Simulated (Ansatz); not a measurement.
Consider KBaLaWO6 (F-43m).

```cif
data_structure
_symmetry_space_group_name_H-M 'P 1'
_symmetry_Int_Tables_number 1
_cell_length_a 6.1441
_cell_length_b 6.1441
_cell_length_c 6.1441
_cell_angle_alpha 60.000
_cell_angle_beta 60.000
_cell_angle_gamma 60.000
_cell_volume 164.01
loop_
_atom_site_label
_atom_site_type_symbol
_atom_site_fract_x
_atom_site_fract_y
_atom_site_fract_z
_atom_site_occupancy
K1 K 0.25000 0.25000 0.25000 1
Ba2 Ba 0.75000 0.75000 0.75000 1
La3 La 0.00000 0.00000 0.00000 1
W4 W 0.50000 0.50000 0.50000 1
O5 O 0.72549 0.27451 0.27451 1
O6 O 0.27451 0.72549 0.72549 1
O7 O 0.72549 0.72549 0.27451 1
O8 O 0.27451 0.27451 0.72549 1
O9 O 0.27451 0.72549 0.27451 1
O10 O 0.72549 0.27451 0.72549 1
```

The cell and positions are those that the Materials Project relaxed with its own functionals (PBE, PBE+U or r2SCAN), kept fixed. At the settings of the band run the largest force is still 0.50 eV/Å. Spin-orbit coupling is left out unless a run names it.

Gaps computed with Ansatz 0.2.0 without a self-energy: LDA 2.37 eV, PBEsol 2.42 eV, PBE 2.50 eV, PBE+SOC 2.47 eV, r2SCAN 2.84 eV, HSE06 3.79 eV and PBE0 4.54 eV. The mean ε∞ by PBE perturbation theory is 4.64.

Estimate the G0W0@PBE gap with 4×4×4 mesh, 899 empty bands, screening to 180 eV, PAW set soft_1 files.

About 3.71 eV: on its mesh the run moves the gap from 2.50 eV by +1.21 eV. Among the scalar-relativistic levels given, HSE06 is nearest (+0.08 eV). One-shot corrections scale roughly with one over ε∞, here 0.22. Bands and cutoff are finite, so the gap is not at the basis limit. The miss can reach some tenths of an eV and take either sign; the mesh is an error of its own. Empty 4f levels lie among the conduction bands. Their place in the start is unsure; it enters the screening, and the edge itself where they lie low. The many-body steps are scalar-relativistic: spin-orbit coupling is not in them.

[Paths, hosts, dates, memory and timing lines, banners, echoed tables and standing remarks are left out of the program output.]

[Logs are printed without paths, hosts, clocks, repeated set-up lines and the standing remarks that a program may print on its own settings, such as how far it seeks lower states.]

[Runs of the session that timed out or met a known fault of the program may be left out.]

[Cells called generated may have been cut or substituted from an entry of the Crystallography Open Database or the Materials Project.]

[Hosts, paths, dates, database ids (printed as entryN), source tags and the programs' standing remarks are cut or masked in the printed files.]
